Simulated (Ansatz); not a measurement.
**YSc in the Bh ordering: electron–phonon coupling and resistivity**

Question: is the lattice of YSc in the Bh ordering stable, and if so, what are its coupling constant and resistivity?

Main program and level: Ansatz 0.2.0; DFT PBEsol, scalar-relativistic, plane waves, PAW.

The structure was built from a prototype and need not be the compound's stable phase.

**1. The starting structure**

The structure is hexagonal, space group P-6m2 (No. 187). The conventional cell has a = 3.451 Å, b = 3.451 Å, c = 5.635 Å, α = 90.00°, β = 90.00°, γ = 120.00°. Nearest to Sc lie 6 Sc at 3.45 Å and 6 Y at 3.45 Å. Nearest to Y lie 6 Y at 3.45 Å and 6 Sc at 3.45 Å. Farther neighbours are not listed.

**2. Relaxing cell and atoms**

The structure is brought to rest under this functional.

File input.yaml:

```yaml
crystal:
  lattice:
    - [3.45073, 0.0, 0.0]
    - [-1.72537, 2.98842, 0.0]
    - [0.0, 0.0, 5.63504]
  atoms:
    - { symbol: Sc, position: [0.33333333, 0.66666667, 0.25] }
    - { symbol: "Y", position: [0.66666667, 0.33333333, 0.75] }
kpoints:
  mp_grid: { grid: [12, 12, 6] }
hamiltonian:
  xc: pbesol
scf:
  occupations: { method: gaussian, width: 0.1 }
output:
  forces: true
  stress: true
  eigenvalues: true
  write_density: true
  write_potential: true
  elf: true
  volumetric_format: npy
relax:
  adjacent_minimum: "off"
  f_tol: 0.005
  max_steps: 80
  cell: { stress_tol: 0.05 }
```

Launch:

```bash
$ ansatz run input.yaml --threads 4 --pin off --max-ram 8192MiB --backend cpu --events-out ev --progress --plain --runs-dir out
```

Numbers of over 12 decimals in the logs are rounded to 6 here.

The log of the run:

```text
Engine: ansatz 0.2.0, aarch64-unknown-linux-gnu
Pseudopotentials: kind: paw
Pseudopotential: Sc, paw, valence charge 11, recommended cutoff 420 eV (normal), Sc.paw.azcp
Pseudopotential: Y, paw, valence charge 11, recommended cutoff 420 eV (normal), Y.paw.azcp
Functional definition: PBEsol
  exchange = pbesol_x
  correlation = pbesol_c
Crystal: 2 atoms, lattice volume = 58.110 Å³
Basis set: ecut = 420 eV, 1099 PW (Γ), exchange–correlation on 48×48×80 points (8 copies of the dense FFT grid, shifted against one another)
Bands: 15, of which v1, the nominal top of the filled ones, is band 11 counted from 1 (10 counted from 0)
Symmetry: 12 space group operations
Space group: P-6m2 (ITA 187), of the structure as read, at distance tolerance 3.9e-5 Å
k-points: 76 of 864 (time reversal used)
Non-local potential: Sc, projectors of the file, l = 0: 3, l = 1: 2, l = 2: 3, l = 3: 1
Non-local potential: Y, projectors of the file, l = 0: 3, l = 1: 2, l = 2: 2, l = 3: 1
PAW form: soft (Blöchl's): semilocal exchange-correlation on the pseudo side does not see the compensation charge
PAW frozen core: Sc, regenerated for the run's functional, and the local potential with it (the file was generated under x = pbe(κ = 0.804, μ = 0.219515), c = pbe(β = 0.066725))
PAW frozen core: Y, regenerated for the run's functional, and the local potential with it (the file was generated under x = pbe(κ = 0.804, μ = 0.219515), c = pbe(β = 0.066725))
PAW one-centre angular grid: Sc, 590 points (default); XC on 64 Gauss nodes
PAW one-centre angular grid: Y, 590 points (default); XC on 64 Gauss nodes
Initial density: superposition of atomic densities (neutral atoms: chi_scale 0, normalization atom), corrected by the library's trained network
Initial wavefunctions: pseudopotential atomic-orbital guess
Functional: x = pbesol(κ = 0.804, μ = 0.123457), c = pbesol(β = 0.046)
SCF iter   1: F=—  HF=-5906.308576 eV  |F-HF|=—  |Δ(HF+E_count)|=         —  Δρ=3.11e-3  dr2=6.25e-3  ethr=1.77e-3  ⟨swp⟩=4.2  Hψ=4794  notcnv=0
preconditioner: auto → Kerker (q_TF=auto, 2.321 Å⁻¹)  [metal: Δε(μ)=0.015 eV  Ē_g=2.434 eV  σ=0.100 eV  W_gap=0.08  n_scr=10 (ndim 8)  ℏωp=11.9 eV  f_vac=0.000  D(μ)=4.47/eV (n_scr^D=42)]
SCF iter   2: F=—  HF=-5906.307167 eV  |F-HF|=—  |Δ(HF+E_count)|=   1.41e-3  Δρ=1.33e-3  dr2=1.13e-3  ethr=2.84e-5  ⟨swp⟩=2.5  Hψ=2416  notcnv=0
SCF iter   3: F=—  HF=-5906.307143 eV  |F-HF|=—  |Δ(HF+E_count)|=   2.34e-5  Δρ=7.31e-4  dr2=2.36e-4  ethr=5.15e-6  ⟨swp⟩=1.2  Hψ=1154  notcnv=0
SCF iter   4: F=—  HF=-5906.307146 eV  |F-HF|=—  |Δ(HF+E_count)|=   2.73e-6  Δρ=1.19e-4  dr2=1.16e-5  ethr=1.07e-6  ⟨swp⟩=1.9  Hψ=1310  notcnv=0
SCF iter   5: F=—  HF=-5906.307130 eV  |F-HF|=—  |Δ(HF+E_count)|=   1.60e-5  Δρ=3.56e-5  dr2=2.45e-6  ethr=5.25e-8  ⟨swp⟩=2.7  Hψ=1815  notcnv=0
SCF iter   6: F=-5906.307130 eV  HF=-5906.307130 eV  |F-HF|=3.15e-9  |Δ(HF+E_count)|=   2.00e-7  Δρ=4.91e-6  dr2=1.53e-8  ethr=4.55e-10  ⟨swp⟩=6.2  Hψ=6308  notcnv=0
SCF 1 converged in 6 iterations: F = -5906.307130 eV  dr2 = 1.53e-8
  greatest PAW one-centre occupation: 0.998 electrons in one spin orbital (limit 2), on the Sc atom at site 0 (counted from 0), in its partial waves of l = 0
relax step   1: F+E_penalty+E_count = -5906.30713004 eV  Δ(F+E_penalty+E_count) = +0.000e0 eV  max|allowed force component| = 9.252e-18 eV/Å  Δτ_max = 0.0000 Å  P = -2.509 GPa  Ω = 58.110 Å³  (6 SCF iters, dr2 threshold 1.00e-7 eV, accepted)
Crystal: 2 atoms, lattice volume = 54.590 Å³
Basis set: ecut = 420 eV, 1085 PW (Γ), exchange–correlation on 48×48×80 points (8 copies of the dense FFT grid, shifted against one another)
Initial density: handed on by an earlier stage of this run
Initial wavefunctions: those handed on with the density
iter 1 solved again at ethr=1.14e-5 eV; its pass at ethr=3.10e-3 eV (dr2=2.50e-3 eV) is discarded
SCF iter   1: F=—  HF=-5906.357080 eV  |F-HF|=—  |Δ(HF+E_count)|=         —  Δρ=1.75e-3  dr2=2.60e-3  ethr=1.14e-5  ⟨swp⟩=1.9  Hψ=8269  notcnv=0
preconditioner: auto → Kerker (q_TF=auto, 2.345 Å⁻¹)  [metal: Δε(μ)=0.018 eV  Ē_g=2.532 eV  σ=0.100 eV  W_gap=0.10  n_scr=10 (ndim 8)  ℏωp=12.3 eV  f_vac=0.000  D(μ)=3.38/eV (n_scr^D=34)]
SCF iter   2: F=—  HF=-5906.356886 eV  |F-HF|=—  |Δ(HF+E_count)|=   1.94e-4  Δρ=9.72e-4  dr2=3.70e-4  ethr=1.14e-5  ⟨swp⟩=1.8  Hψ=1278  notcnv=0
SCF iter   3: F=—  HF=-5906.356899 eV  |F-HF|=—  |Δ(HF+E_count)|=   1.28e-5  Δρ=4.91e-4  dr2=1.07e-4  ethr=1.68e-6  ⟨swp⟩=2.0  Hψ=1749  notcnv=0
SCF iter   4: F=—  HF=-5906.356907 eV  |F-HF|=—  |Δ(HF+E_count)|=   7.77e-6  Δρ=5.66e-5  dr2=1.67e-6  ethr=4.86e-7  ⟨swp⟩=2.3  Hψ=1645  notcnv=0
SCF iter   5: F=—  HF=-5906.356907 eV  |F-HF|=—  |Δ(HF+E_count)|=   1.81e-7  Δρ=1.88e-5  dr2=2.98e-7  ethr=9.09e-10  ⟨swp⟩=8.9  Hψ=7946  notcnv=0
SCF iter   6: F=-5906.356907 eV  HF=-5906.356907 eV  |F-HF|=1.72e-9  |Δ(HF+E_count)|=   3.30e-8  Δρ=3.47e-6  dr2=6.90e-9  ethr=9.09e-10  ⟨swp⟩=7.9  Hψ=6934  notcnv=0
SCF 2 converged in 6 iterations: F = -5906.356907 eV  dr2 = 6.90e-9
relax step   2: F+E_penalty+E_count = -5906.35690708 eV  Δ(F+E_penalty+E_count) = -4.978e-2 eV  max|allowed force component| = 4.395e-17 eV/Å  Δτ_max = 0.0000 Å  P = +0.183 GPa  Ω = 54.590 Å³  energy of the carried Pulay correction = +1.415e-4 eV  (6 SCF iters, dr2 threshold 2.00e-7 eV, accepted)
Crystal: 2 atoms, lattice volume = 54.632 Å³
iter 1 solved again at ethr=2.54e-6 eV; its pass at ethr=3.10e-3 eV (dr2=5.59e-4 eV) is discarded
SCF iter   1: F=—  HF=-5906.359272 eV  |F-HF|=—  |Δ(HF+E_count)|=         —  Δρ=6.13e-4  dr2=6.21e-4  ethr=2.54e-6  ⟨swp⟩=2.2  Hψ=7932  notcnv=0
preconditioner: auto → none  [metal: Δε(μ)=0.050 eV  Ē_g=2.530 eV  σ=0.100 eV  W_gap=0.27  n_scr=8 (ndim 8)  ℏωp=12.3 eV  f_vac=0.000  D(μ)=3.19/eV (n_scr^D=34)]
SCF iter   2: F=—  HF=-5906.359231 eV  |F-HF|=—  |Δ(HF+E_count)|=   4.15e-5  Δρ=3.11e-4  dr2=1.78e-4  ethr=2.54e-6  ⟨swp⟩=1.8  Hψ=1326  notcnv=0
SCF iter   3: F=—  HF=-5906.359213 eV  |F-HF|=—  |Δ(HF+E_count)|=   1.73e-5  Δρ=1.52e-4  dr2=1.39e-5  ethr=8.09e-7  ⟨swp⟩=1.7  Hψ=1236  notcnv=0
SCF iter   4: F=—  HF=-5906.359214 eV  |F-HF|=—  |Δ(HF+E_count)|=   2.18e-7  Δρ=4.48e-5  dr2=5.12e-7  ethr=6.34e-8  ⟨swp⟩=1.8  Hψ=1255  notcnv=0
iter 5 did not close the SCF: its close was put off for the readings that it lacked (scf_convergence_deferred on its scf_iter line)
SCF iter   5: F=-5906.359214 eV  HF=-5906.359214 eV  |F-HF|=8.49e-9  |Δ(HF+E_count)|=   1.96e-7  Δρ=5.08e-6  dr2=1.72e-8  ethr=2.33e-9  ⟨swp⟩=1.8  Hψ=1304  notcnv=0
SCF iter   6: F=-5906.359214 eV  HF=-5906.359214 eV  |F-HF|=3.71e-10  |Δ(HF+E_count)|=  2.13e-10  Δρ=6.75e-7  dr2=5.02e-10  ethr=7.80e-11  ⟨swp⟩=4.4  Hψ=5543  notcnv=0
SCF 3 converged in 6 iterations: F = -5906.359214 eV  dr2 = 5.02e-10
relax step   3: F+E_penalty+E_count = -5906.35921391 eV  Δ(F+E_penalty+E_count) = -2.307e-3 eV  max|allowed force component| = 6.939e-17 eV/Å  Δτ_max = 0.0000 Å  P = +0.129 GPa  Ω = 54.632 Å³  energy of the carried Pulay correction = +1.395e-4 eV  (6 SCF iters, dr2 threshold 2.00e-7 eV, accepted)
[...]
relax step   4: F+E_penalty+E_count = -5906.35928019 eV  Δ(F+E_penalty+E_count) = -6.629e-5 eV  max|allowed force component| = 3.007e-17 eV/Å  Δτ_max = 0.0000 Å  P = -0.005 GPa  Ω = 54.782 Å³  energy of the carried Pulay correction = +1.332e-4 eV  (6 SCF iters, accepted)
Basis set: ecut = 420 eV, 1085 PW (Γ), exchange–correlation on 48×48×72 points (8 copies of the dense FFT grid, shifted against one another)
Initial wavefunctions: pseudopotential atomic-orbital guess (no wavefunctions were taken with the density)
iter 1 solved again at ethr=4.90e-8 eV; its pass at ethr=3.10e-3 eV (dr2=1.08e-5 eV) is discarded
SCF iter   1: F=—  HF=-5906.359162 eV  |F-HF|=—  |Δ(HF+E_count)|=         —  Δρ=4.07e-5  dr2=1.09e-7  ethr=4.90e-8  ⟨swp⟩=3.0  Hψ=8180  notcnv=0
preconditioner: auto → none  [metal: Δε(μ)=0.052 eV  Ē_g=2.528 eV  σ=0.100 eV  W_gap=0.29  n_scr=8 (ndim 8)  ℏωp=12.3 eV  f_vac=0.000  D(μ)=3.18/eV (n_scr^D=34)]
SCF iter   2: F=—  HF=-5906.359146 eV  |F-HF|=—  |Δ(HF+E_count)|=   1.68e-5  Δρ=1.99e-5  dr2=2.59e-8  ethr=4.97e-10  ⟨swp⟩=2.1  Hψ=1506  notcnv=0
SCF iter   3: F=—  HF=-5906.359146 eV  |F-HF|=—  |Δ(HF+E_count)|=   3.09e-8  Δρ=2.18e-6  dr2=5.73e-9  ethr=1.18e-10  ⟨swp⟩=2.2  Hψ=1754  notcnv=0
SCF iter   4: F=—  HF=-5906.359146 eV  |F-HF|=—  |Δ(HF+E_count)|=  4.22e-10  Δρ=7.71e-7  dr2=8.65e-10  ethr=2.61e-11  ⟨swp⟩=1.8  Hψ=1281  notcnv=0
iter 5 did not close the SCF: its close was put off for the readings that it lacked (scf_convergence_deferred on its scf_iter line)
SCF iter   5: F=-5906.359146 eV  HF=-5906.359146 eV  |F-HF|=0.00e0  |Δ(HF+E_count)|=  6.73e-11  Δρ=2.40e-7  dr2=1.71e-11  ethr=3.93e-12  ⟨swp⟩=1.3  Hψ=1167  notcnv=0
SCF iter   6: F=-5906.359146 eV  HF=-5906.359146 eV  |F-HF|=9.09e-13  |Δ(HF+E_count)|=  6.37e-12  Δρ=4.52e-8  dr2=1.40e-12  ethr=1.00e-12  ⟨swp⟩=4.0  Hψ=4440  notcnv=0
SCF 5 converged in 6 iterations: F = -5906.359146 eV  dr2 = 1.40e-12
relax step   5: F+E_penalty+E_count = -5906.35914574 eV  Δ(F+E_penalty+E_count) = +1.344e-4 eV  max|allowed force component| = 4.857e-17 eV/Å  Δτ_max = 0.0000 Å  P = -0.005 GPa  Ω = 54.782 Å³  stress off target by 6.55e-3 GPa  SCF on the basis re-selected at this cell (its energy is not comparable with the rows above)  (6 SCF iters)
basis re-selected at this cell: Δ(F+E_penalty+E_count) = +1.344e-4 eV, ΔP = +0.000 GPa vs the last step (what re-selecting the basis moved, of the pressure what is left beyond the Pulay correction that the steps carried, after the strain that the cell walked since its last selection, with what the two solves' SCF thresholds leave and, on support functions, any second-order correction that the steps lacked; it is no measure of the basis error at this ecutwfc). The dense FFT grid was sized anew with the basis: this SCF ran on 24×24×36 points, the steps before it on 24×24×40, so part of this shift can come from that change (see relax.cell in the input reference). [rest of the remark cut]
SCF converged after 6 iterations
Free energy (F): -5906.359146 eV
Harris-Foulkes:  -5906.359146 eV  (|F-HF|=9.09e-13)
Internal energy: -5906.343232 eV  (E = F + TS)
E sigma→0 (E₀):  -5906.351189 eV
Entropy (-TS):   -0.015913 eV (-7.957 meV/atom)
Fermi energy:    9.745577 eV
--- Per-component energies (eV) ---
  E_band       = -277.923279
  E_kinetic    = 565.969407
  E_local      = -1436.903394  (includes V_loc(G=0)·N_el)
  E_nonlocal   = 136.439980
  E_hartree    = 476.804916
  E_xc         = -274.763881
  E_vxc        = -326.336713  (∫ρ·V_xc dr)
  E_paw        = -3705.564376  (= ΣΔE_a)
  E_vpaw       = -170.702392  (= ΣTr[D̂ρ^β])
  E_aug_tail   = 0.000012  (compensation charges beyond the density's cutoff)
  E_ewald      = -1668.603694
  E_core_change = 0.277798  (= ΣΔE_core)
  E_smearing   = -0.015913  (= −TS)
  E_closure    = 0.000000  (closes the sum)
  Σ components = -5906.359146   (vs F -5906.359146, Δ=0.00e0)
--- Forces (eV/Å), atoms counted from 1 ---
  atom   1  Sc     0.00000000     0.00000000     0.00000000
  atom   2  Y      0.00000000    -0.00000000    -0.00000000
  max |Σ_I F_I| component: 8.79e-17 eV/Å
--- Stress (GPa, compression-positive) ---
       -0.003968       0.000000       0.000000
        0.000000      -0.003968       0.000000
        0.000000       0.000000      -0.006549
  P = ⅓ Tr σ = -0.0048 GPa (-0.048 kbar)
--- Band table (eV; the first three rows and the last of 76) ---
  k-point 0: bands = [... 7 lower, -12.1434, 4.8005, 7.9207, 10.7661, 11.2783, 11.2783, 11.7095, 11.9951]
  k-point 1: bands = [... 7 lower, -12.1435, 4.9992, 7.7700, 10.5817, 11.1987, 11.1987, 11.5809, 11.7625]
  k-point 2: bands = [... 7 lower, -12.1438, 5.5607, 7.2242, 10.4668, 11.1272, 11.1272, 11.2058, 11.4790]
  k-point 75: bands = [... 7 lower, -12.3829, 9.0716, 9.2036, 9.5603, 9.6430, 10.0539, 10.2405, 12.2539]
--- Relaxed structure (4 steps of the walk, 4 accepted, 1 SCFs on fresh bases) ---
  F+E_penalty+E_count = -5906.35914574 eV   max|allowed force component| = 4.857e-17 eV/Å   (the final SCF, on the basis selected at the relaxed cell)
  cell:  # Å, volume = 54.7825 Å³
    - [3.449622, 2.885824618894226e-6, 0.0]
    - [-1.724814, 2.987459, 0.0]
    - [0.0, 0.0, 5.315791]
  atoms:
    - { symbol: Sc, position: [0.333333, 0.666667, 0.25] }
    - { symbol: Y, position: [0.666667, 0.333333, 0.75] }
```

It took 9.4 s on 4 threads of Arm Neoverse V1, shared host; peak memory 0.45 GiB; 35 s of CPU time.

The steps of the relaxation:

```csv
step,energy less that of the first step (eV),largest force component (eV/Å),pressure (GPa),volume (Å³)
1,0.0000,0.0000,-2.51,58.11
2,-0.0498,0.0000,0.18,54.59
3,-0.0521,0.0000,0.13,54.63
4,-0.0521,0.0000,0.00,54.78
5*,-0.0520,0.0000,0.00,54.78
```

Relaxation steps marked * repeat the geometry before them on a plane-wave basis chosen anew for their cell, so energy and pressure can jump there.

Forces are held to the 12 operations that the run works with; a distortion that breaks them can't arise in this run.

```csv
"conventional cell, symmetrised",before,after,change
a (Å),3.451,3.450,-0.0 %
b (Å),3.451,3.450,-0.0 %
c (Å),5.635,5.316,-5.7 %
volume (Å³/atom),29.05,27.39,-5.7 %
```

The relaxed structure:

```xyz
2
Lattice="3.4496 0.0000 0.0000 -1.7248 2.9875 0.0000 0.0000 0.0000 5.3158" Properties=species:S:1:pos:R:3 pbc="T T T"
Sc    0.0000    1.9916    1.3289
Y     1.7248    0.9958    3.9868
```

This step gave:

```yaml
pressure: -0.004828 GPa
volume_per_atom: 27.39 Å³
metallic_on_mesh: yes
gap_on_the_k_mesh: 0 eV
```

Valence density in the ac plane at fractional y = 0.333, with atoms of Y within 0.2 Å of it. It is the smooth field of the valence electrons, not physical close to the nuclei.

Ten even steps from '0' (0.1 e/Å³) to '9' (3.6 e/Å³), each cell a mean:
```
00000000000000
00000001222100
00000013566420
00000026999741
00000138999952
00000037999851
00000025899731
00000002455310
00000000121100
00000000000000
00000000000000
00000000000000
00000000000000
00000000000000
00000000000000
00000000000000
00000000000000
00000000000000
00000000000000
00000000000000
00000000000000
```
Columns run along a (3.4 Å), rows up along c (5.3 Å). Atoms in or near the plane, at fractional coordinates: Y at (0.67, 0.75).

ELF in the ac plane at fractional y = 0.333, with atoms of Y within 0.2 Å of it. It is the smooth field of the valence electrons, not physical close to the nuclei.

Values, 21 rows by 14 columns, each cell a mean:
```
0.25 0.40 0.49 0.45 0.31 0.18 0.13 0.18 0.27 0.33 0.31 0.22 0.15 0.14
0.17 0.30 0.42 0.37 0.21 0.14 0.22 0.47 0.64 0.70 0.68 0.54 0.32 0.16
0.14 0.21 0.32 0.27 0.15 0.19 0.45 0.75 0.83 0.84 0.84 0.79 0.61 0.30
0.15 0.15 0.23 0.19 0.14 0.31 0.67 0.84 0.80 0.73 0.76 0.84 0.79 0.50
0.18 0.13 0.19 0.16 0.14 0.39 0.75 0.83 0.68 0.47 0.57 0.80 0.83 0.60
0.18 0.14 0.19 0.16 0.14 0.38 0.74 0.84 0.71 0.53 0.62 0.81 0.82 0.59
0.15 0.16 0.24 0.20 0.14 0.28 0.64 0.84 0.82 0.77 0.80 0.84 0.77 0.46
0.14 0.24 0.35 0.30 0.16 0.16 0.37 0.69 0.80 0.83 0.82 0.74 0.53 0.24
0.19 0.34 0.45 0.40 0.24 0.14 0.17 0.36 0.53 0.60 0.57 0.43 0.25 0.14
0.28 0.41 0.49 0.46 0.33 0.21 0.14 0.15 0.21 0.25 0.23 0.17 0.14 0.16
0.32 0.36 0.38 0.37 0.34 0.29 0.24 0.20 0.19 0.19 0.19 0.19 0.22 0.26
0.24 0.20 0.19 0.20 0.22 0.27 0.33 0.38 0.40 0.41 0.40 0.39 0.36 0.30
0.14 0.11 0.10 0.10 0.12 0.18 0.31 0.49 0.58 0.62 0.61 0.53 0.39 0.24
0.09 0.09 0.10 0.09 0.09 0.12 0.24 0.50 0.66 0.72 0.70 0.57 0.36 0.17
0.09 0.12 0.16 0.14 0.09 0.10 0.19 0.47 0.68 0.75 0.73 0.56 0.31 0.13
0.09 0.13 0.18 0.16 0.10 0.10 0.18 0.46 0.68 0.76 0.73 0.55 0.30 0.13
0.09 0.11 0.14 0.12 0.09 0.10 0.20 0.48 0.67 0.75 0.72 0.56 0.32 0.14
0.10 0.09 0.09 0.09 0.09 0.13 0.26 0.50 0.65 0.70 0.68 0.57 0.37 0.19
0.16 0.13 0.12 0.12 0.15 0.21 0.32 0.47 0.54 0.57 0.56 0.50 0.39 0.26
0.27 0.25 0.24 0.25 0.26 0.29 0.31 0.33 0.33 0.33 0.33 0.33 0.32 0.30
0.33 0.39 0.42 0.41 0.35 0.28 0.21 0.17 0.16 0.16 0.16 0.17 0.19 0.24
```
Columns run along a (3.4 Å), rows up along c (5.3 Å). Atoms in or near the plane, at fractional coordinates: Y at (0.67, 0.75).

Electrostatic potential energy in the ac plane at fractional y = 0.333, with atoms of Y within 0.2 Å of it. With pseudopotentials it is smooth inside the atoms' cores, unlike the true potential.

Ten even steps from '_' (-49 eV) to '@' (12 eV), each cell a mean:
```
@@@@@@@@@@@@@@%%%%####%%%%@@
@@@@@@@@@@@@%%**++==++**##%%
@@@@@@@@@@%%##==::..::--++##
%%@@@@@@%%##++..______..--**
%%@@@@@@%%##==..________::++
%%@@@@@@%%##==..________::**
%%@@@@@@@@##++::______..==**
@@@@@@@@@@%%##++--::::==**%%
@@@@@@@@@@@@%%##**++**##%%%%
@@@@@@@@@@@@@@%%%%%%%%%%@@@@
@@@@@@@@@@@@@@@@@@@@@@@@@@@@
@@@@@@@@@@@@@@@@@@@@@@@@@@@@
@@@@@@@@@@@@@@@@@@@@@@@@@@@@
@@%%%%%%%%@@@@@@@@@@@@@@@@@@
%%%%##%%%%@@@@@@@@@@@@@@@@@@
%%%%####%%%%@@@@@@@@@@@@@@@@
%%%%%%%%%%@@@@@@@@@@@@@@@@@@
@@%%%%%%@@@@@@@@@@@@@@@@@@@@
@@@@@@@@@@@@@@@@@@@@@@@@@@@@
@@@@@@@@@@@@@@@@@@@@@@@@@@@@
@@@@@@@@@@@@@@@@@@@@@@@@@@@@
```
Columns run along a (3.4 Å; values clipped at the 3rd and 97th percentile), rows up along c (5.3 Å). Atoms in or near the plane, at fractional coordinates: Y at (0.67, 0.75).

The largest force is now zero by symmetry and the largest stress component 0.0065 GPa.

**3. Relaxing tightly for phonons**

No force is left; the cell is relaxed once more with another smearing and tight thresholds.

File input.yaml:

```yaml
crystal:
  lattice:
    - [3.4496223116, 2.8858e-06, 0.0]
    - [-1.724813655, 2.9874591124, 0.0]
    - [0.0, 0.0, 5.315791291]
  atoms:
    - { symbol: Sc, position: [0.3333333333, 0.6666666667, 0.25] }
    - { symbol: "Y", position: [0.6666666667, 0.3333333333, 0.75] }
kpoints:
  mp_grid: { grid: [12, 12, 6] }
hamiltonian:
  xc: pbesol
scf:
  occupations: { method: methfessel_paxton, width: 0.2 }
output:
  forces: true
  stress: true
  eigenvalues: true
relax:
  adjacent_minimum: "off"
  f_tol: 0.001
  max_steps: 60
  cell: { stress_tol: 0.01 }
```

The log of the run:

```text
[the first part of the log is left out]
  E_xc         = -274.769657
  E_vxc        = -326.344370  (∫ρ·V_xc dr)
  E_paw        = -3705.563544  (= ΣΔE_a)
  E_vpaw       = -170.701193  (= ΣTr[D̂ρ^β])
  E_aug_tail   = 0.000012  (compensation charges beyond the density's cutoff)
  E_ewald      = -1668.798234
  E_core_change = 0.277798  (= ΣΔE_core)
  E_smearing   = 0.001349  (= −TS)
  E_closure    = 0.000000  (closes the sum)
  Σ components = -5906.348743   (vs F -5906.348743, Δ=0.00e0)
[...]
--- Stress (GPa, compression-positive) ---
        0.003405       0.000000      -0.000000
        0.000000       0.003405      -0.000000
       -0.000000      -0.000000      -0.000577
  P = ⅓ Tr σ = 0.0021 GPa (0.021 kbar)
--- Band table (eV; the first three rows and the last of 76) ---
[...]
--- Relaxed structure (2 steps of the walk, 2 accepted, 1 SCFs on fresh bases) ---
[...]
cell:  # Å, volume = 54.7629 Å³
    - [3.449415, 2.885640199020279e-6, 0]
    - [-1.724710, 2.987279, 0]
    - [0, 0, 5.314529]
  atoms:
    - { symbol: Sc, position: [0.333333, 0.666667, 0.250000] }
    - { symbol: Y, position: [0.666667, 0.333333, 0.750000] }
```

Wall time 4.8 s (4 threads); peak memory 0.43 GiB.

Little changed from the start: no atom moved by 0.005 Å and no cell edge by 0.1 %.

This step gave:

```
pressure        : 0.002078 GPa
volume per atom : 27.38 Å³
```

The largest force is now zero by symmetry and the largest stress component 0.0034 GPa, small enough for phonons.

[end of part 1 of 3]

[Logs are printed without paths, hosts, clocks, repeated set-up lines and the standing remarks that a program may print on its own settings, such as how far it seeks lower states.]

[Hosts, paths, dates, database ids (printed as entryN), source tags and the programs' standing remarks are cut or masked in the printed files.]
